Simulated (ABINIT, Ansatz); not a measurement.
# A GW chain in ABINIT: SrIBr (Pnma), part 2 of 2

How does a plane-wave GW calculation on SrIBr (Pnma) run from the first input to the gap?

ABINIT 10.8.3; LDA and many-body steps on it, plane waves. Known limits of the many-body steps: not at the basis limit; no spin-orbit coupling; coarse k mesh.

So far. Step 2 (Ground state): The gap is direct, at Γ. Step 3 (Empty states on the mesh, 2×2×1 mesh, 370 bands): On this mesh the gap is 3.576 eV.

### 4. Screening, 2×2×1 mesh, 338 bands, screening to 149.7 eV

The RPA dielectric matrix is built and inverted for each q.

This step: RPA screening on LDA, plane waves, norm-conserving pseudopotentials.

Input file run.abi:

```
acell 3*1.0 Angstrom
rprim 
  8.169106000000 0.000000000000 0.000000000000
  0.000000000000 5.131914000000 0.000000000000
  0.000000000000 0.000000000000 11.030852000000
ntypat 3
znucl 38 53 35
natom 12
typat 1 1 1 1 2 2 2 2 3 3 3 3
xred 
  0.280131000000 0.750000000000 0.421100000000
  0.780131000000 0.750000000000 0.078900000000
  0.719869000000 0.250000000000 0.578900000000
  0.219869000000 0.250000000000 0.921100000000
  0.367160000000 0.750000000000 0.109521000000
  0.867160000000 0.750000000000 0.390479000000
  0.632840000000 0.250000000000 0.890479000000
  0.132840000000 0.250000000000 0.609521000000
  0.517796000000 0.750000000000 0.637160000000
  0.017796000000 0.750000000000 0.862840000000
  0.482204000000 0.250000000000 0.362840000000
  0.982204000000 0.250000000000 0.137160000000
pp_dirpath "pseudos"
pseudos "Sr.upf, I.upf, Br.upf"
ecut 31
ngkpt 2 2 1
nshiftk 1
shiftk 0 0 0
kptopt 1
chksymbreak 0
istwfk *1
occopt 1
irdwfk 1
optdriver 3
nband 338
ecuteps 5.5
inclvkb 2
awtr 1
symchi 1
indata_prefix "in"
outdata_prefix "out"
tmpdata_prefix "tmp"
```

Started as:

```console
> OMP_NUM_THREADS=1 mpirun -n 4 abinit run.abi > log
```

Numbers of over 12 decimals in the logs are rounded to 6 here.

Log:

```text
.Version 10.8.3 of ABINIT. v10.8.2 released Aug 2026.

 Symmetries : space group Pn m a (# 62); Bravais oP (primitive ortho.)
[... echo of the input left out ...]
== DATASET  1 ==================================================================
-   mpi_nproc: 4, omp_nthreads: 1 (-1 if OMP is not activated)

--- !DatasetInfo
iteration_state: {dtset: 1, }
dimensions: {natom: 12, nkpt: 4, mband: 338, nsppol: 1, nspinor: 1, nspden: 1, mpw: 25776, }
cutoff_energies: {ecut:  31.0, pawecutdg:  -1.0, }
electrons: {nelect:   9.60000000E+01, charge:   0.00000000E+00, occopt:   1.00000000E+00, tsmear:   1.00000000E-02, }

 SCREENING: Calculation of the susceptibility and dielectric matrices

 Based on a program developped by R.W. Godby, V. Olevano, G. Onida, and L. Reining.
 Incorporated in ABINIT by V. Olevano, G.-M. Rignanese, and M. Torrent.
.Using double precision arithmetic ; gwpc =  8

[... cell and pseudopotentials left out ...]
--------------------------------------------------------------------------------

 ==== K-mesh for the wavefunctions ====
 Number of points in the irreducible wedge :     4
[... list of points left out ...]
 Together with  8 symmetry operations and time-reversal symmetry
 yields     4 points in the full Brillouin Zone.

 ==== Q-mesh for the screening function ====
 Number of points in the irreducible wedge :     4
[... list of points left out ...]
 Together with  8 symmetry operations and time-reversal symmetry
 yields     4 points in the full Brillouin Zone.

 setmesh: FFT mesh size selected  =    60x   40x   80
          total number of points  =       192000

 vcoul_init : cutoff-mode = AUXILIARY_FUNCTION
 q-points for optical limit:   1
     1)      0.000010    0.000020    0.000030

- screening: taking advantage of time-reversal symmetry
- Maximum band index for partially occupied states nbvw = 48
- Remaining bands to be divided among processors   nbcw = 290
- Number of bands treated by each node ~72

 Number of electrons calculated from density =   96.0000; Expected =   96.0000
 average of density, n =  0.030762
 r_s =    1.9799
 omega_plasma =   16.9185 [eV]

 calculating chi0 at frequencies [eV] :
  1    0.000000E+00    0.000000E+00
  2    0.000000E+00    1.691848E+01

--------------------------------------------------------------------------------
  q-point number  1        q = ( 0.000000, 0.000000, 0.000000) [r.l.u.]
--------------------------------------------------------------------------------
[... chi0 elements left out ...]
 For q-point:  0.000010 0.000020 0.000030
  dielectric constant =   3.7257
  dielectric constant without local fields =   4.4528

  Average fulfillment of the sum rule on Im[epsilon] for q-point    1 :     81.50  [%]
[... wings left out ...]
  q-point number  2        q = ( 0.500000, 0.000000, 0.000000) [r.l.u.]
--------------------------------------------------------------------------------
[... chi0 elements left out ...]
  Average fulfillment of the sum rule on Im[epsilon] for q-point    2 :     85.79  [%]

 [... 2 further q-points ...]
```

Elapsed: 17 min, on 4 MPI ranks of Arm Neoverse V2, shared host; peak memory 8.4 GiB; 67 min of CPU time.

This step gave:

* ε∞ with local fields, on this mesh, along the program's q direction: 3.726
* the same without local fields: 4.453
* plasma frequency: 16.92 eV
* plane waves in the screening matrix: 1917

Local fields lower ε∞ by 16 %. On a Γ-centred mesh this coarse the value itself is usually too large, while a short band sum pulls it down.

### 5. Self-energy, 2×2×1 mesh, 338 bands, screening to 149.7 eV

The self-energy is evaluated for the states that the input lists, and the levels follow from it, in one-shot runs by the linearised quasiparticle equation.

This step: G0W0 on LDA, plane waves, norm-conserving pseudopotentials.

Changes to run.abi since step 4:

```diff
@@ -33,8 +33,15 @@
 irdwfk 1
-optdriver 3
+optdriver 4
 nband 338
+gwcalctyp 0
+ecutsigx 31
+symsigma 1
+nkptgw 1
+kptgw 
+  0.0000000000 0.0000000000 0.0000000000
+bdgw 
+  47 50
 ecuteps 5.5
-inclvkb 2
-awtr 1
-symchi 1
+irdscr 1
+ppmodel 1
 indata_prefix "in"
```

Log:

```text
.Version 10.8.3 of ABINIT. v10.8.2 released Aug 2026.

 Symmetries : space group Pn m a (# 62); Bravais oP (primitive ortho.)
[... echo of the input left out ...]
== DATASET  1 ==================================================================
-   mpi_nproc: 4, omp_nthreads: 1 (-1 if OMP is not activated)

--- !DatasetInfo
iteration_state: {dtset: 1, }
dimensions: {natom: 12, nkpt: 4, mband: 338, nsppol: 1, nspinor: 1, nspden: 1, mpw: 25776, }
cutoff_energies: {ecut:  31.0, pawecutdg:  -1.0, }
electrons: {nelect:   9.60000000E+01, charge:   0.00000000E+00, occopt:   1.00000000E+00, tsmear:   1.00000000E-02, }

 SIGMA: Calculation of the GW corrections

 Based on a program developped by R.W. Godby, V. Olevano, G. Onida, and L. Reining.
 Incorporated in ABINIT by V. Olevano, G.-M. Rignanese, and M. Torrent.
.Using double precision arithmetic ; gwpc =  8

[... cell and pseudopotentials left out ...]
--------------------------------------------------------------------------------

 ==== K-mesh for the wavefunctions ====
 Number of points in the irreducible wedge :     4
[... list of points left out ...]
 Together with  8 symmetry operations and time-reversal symmetry
 yields     4 points in the full Brillouin Zone.

 ==== Q-mesh for screening function ====
 Number of points in the irreducible wedge :     4
[... list of points left out ...]
 Together with  8 symmetry operations and time-reversal symmetry
 yields     4 points in the full Brillouin Zone.

 vcoul_init : cutoff-mode = AUXILIARY_FUNCTION
 q-points for optical limit:   1
     1)      0.000010    0.000020    0.000030
 setmesh: FFT mesh size selected  =    80x   50x  108
          total number of points  =       432000

 Number of electrons calculated from density =   96.0000; Expected =   96.0000
 average of density, n =  0.030762
 r_s =    1.9799
 omega_plasma =   16.9185 [eV]

 === KS Band Gaps ===
  >>>> For spin  1
   Minimum direct gap =   3.5759 [eV], located at k-point      :   0.0000  0.0000  0.0000
   Fundamental gap    =   3.5759 [eV], Top of valence bands at :   0.0000  0.0000  0.0000
                                       Bottom of conduction at :   0.0000  0.0000  0.0000
 SIGMA fundamental parameters:
 PLASMON POLE MODEL  1
 number of plane-waves for SigmaX                25715
 number of plane-waves for SigmaC and W           1917
 number of plane-waves for wavefunctions         25715
 number of bands                                   338
 number of independent spin polarizations            1
 number of spinorial components                      1
 number of k-points in IBZ                           4
 number of q-points in IBZ                           4
 number of symmetry operations                       8
 number of k-points in BZ                            4
 number of q-points in BZ                            4
 number of frequencies for dSigma/dE                 9
 frequency step for dSigma/dE [eV]                0.25
 number of omega for Sigma on real axis              0
 max omega for Sigma on real axis  [eV]           0.00
 zcut for avoiding poles [eV]                     0.10

 EPSILON^-1 parameters (SCR file):
 dimension of the eps^-1 matrix on file           1917
 dimension of the eps^-1 matrix used              1917
 number of plane-waves for wavefunctions         25715
 number of bands                                   338
 number of q-points in IBZ                           4
 number of frequencies                               2
 number of real frequencies                          1
 number of imag frequencies                          1

 matrix elements of self-energy operator (all in [eV])

 Perturbative Calculation

--- !SelfEnergy_ee
iteration_state: {dtset: 1, }
kpoint     : [   0.000,    0.000,    0.000, ]
spin       : 1
KS_gap     :    3.576
QP_gap     :    5.402
Delta_QP_KS:    1.826
data: !SigmaeeData |
     Band     E0 <VxcDFT>   SigX SigC(E0)      Z dSigC/dE  Sig(E)    E-E0       E
       47   1.380 -12.099 -15.227   2.133   0.800  -0.250 -12.896  -0.796   0.583
       48   1.471 -11.638 -14.603   1.977   0.803  -0.246 -12.431  -0.793   0.678
       49   5.047  -7.825  -3.556  -3.037   0.838  -0.193  -6.792   1.033   6.080
       50   5.551  -8.286  -3.771  -3.092   0.833  -0.200  -7.100   1.186   6.737

== END DATASET(S) ==============================================================
================================================================================

 -outvars: echo values of variables after computation  --------
           etotal      0.0000000000E+00
            nband         338
             nkpt           4
          spgroup          62
 [... the other variables as echoed above ...]

 Calculation completed.
```

It took 3.4 min on 4 MPI ranks; peak memory 8.9 GiB; 13 min of CPU time.

This step gave:

```
G0W0 gap on the points computed              : 5.402 eV
starting gap on the mesh                     : 3.576 eV
k of the valence top                         : 0, 0, 0
k of the conduction bottom                   : 0, 0, 0
Z at the valence top                         : 0.803
Z at the conduction bottom                   : 0.838
least direct G0W0 gap on the computed points : 5.402 eV
```

The gap on the mesh goes from 3.58 eV to 5.40 eV, a correction of +1.83 eV.

Limits: finite bands, cutoff and mesh; no spin-orbit coupling; coarse k mesh. v1 is the top filled band, c1 the lowest empty one. The levels before and after the correction (eV, zero at the valence-band top of each column):

```
           conduction bottom  valence top
Kohn-Sham               3.58         0.00
     G0W0               5.40         0.00
```

```
           level  energy (eV)
Kohn-Sham   Γ v2       -0.091
Kohn-Sham   Γ v1        0.000
Kohn-Sham   Γ c1        3.576
Kohn-Sham   Γ c2        4.080
     G0W0   Γ v2       -0.095
     G0W0   Γ v1        0.000
     G0W0   Γ c1        5.402
     G0W0   Γ c2        6.059
```

### 6. Where the time went

Times are wall times on 4 MPI ranks of Arm Neoverse V2, shared host, good to a factor of about two.

```
                    step     time  share  memory (GiB)
            ground state  2.6 min    7 %          0.91
empty states on the mesh   12 min   35 %           1.3
               screening   17 min   48 %           8.4
             self-energy  3.4 min   10 %           8.9
```

### 7. Summary of results

```json
{"LDA gap": "3.58 eV, direct", "G0W0 gap on the mesh": "5.40 eV", "GW settings": "2×2×1 mesh, 338 bands, screening to 149.7 eV, Godby-Needs plasmon pole", "known limits": "not at the basis limit; no spin-orbit coupling; coarse k mesh"}
```

In words: G0W0 moves the gap on the mesh from 3.58 eV to 5.40 eV (+1.83 eV), with Z of 0.80 and 0.84 at the edges. Local fields lower the RPA ε∞ on this mesh from 4.45 to 3.73; a Γ-centred mesh this coarse tends to raise both, most where the direct gap is narrow, while a short band sum lowers them. Only 1 of the mesh's irreducible points was corrected, so a valley elsewhere could overtake. Bands and cutoff are finite, so the gap is not at the basis limit. The miss can reach some tenths of an eV and take either sign; the mesh is an error of its own. In the G0W0 run levels were corrected at 1 k point alone, so a gap called «on the mesh» is the least over those, and an edge elsewhere would be missed. The 2×2×1 mesh is coarse for this cell, which bears on the long-range parts of exchange and screening. The many-body steps are scalar-relativistic: spin-orbit coupling is not in them.

[Paths, hosts, dates, memory and timing lines, banners, echoed tables and standing remarks are left out of the program output.]

[Logs are printed without paths, hosts, clocks, repeated set-up lines and the standing remarks that a program may print on its own settings, such as how far it seeks lower states.]

[Runs of the session that timed out or met a known fault of the program may be left out.]

[Hosts, paths, dates, database ids (printed as entryN), source tags and the programs' standing remarks are cut or masked in the printed files.]

[G0W0 gaps are taken among the corrected bands and points alone; a level outside them can change the order at an edge.]

[Where Ansatz stands beside ABINIT at settings called matched, ABINIT's density can come from a denser mesh and the files from another edition; pairs whose starting gaps differed by over 0.03 eV were left out, so agreement reads better than it is.]
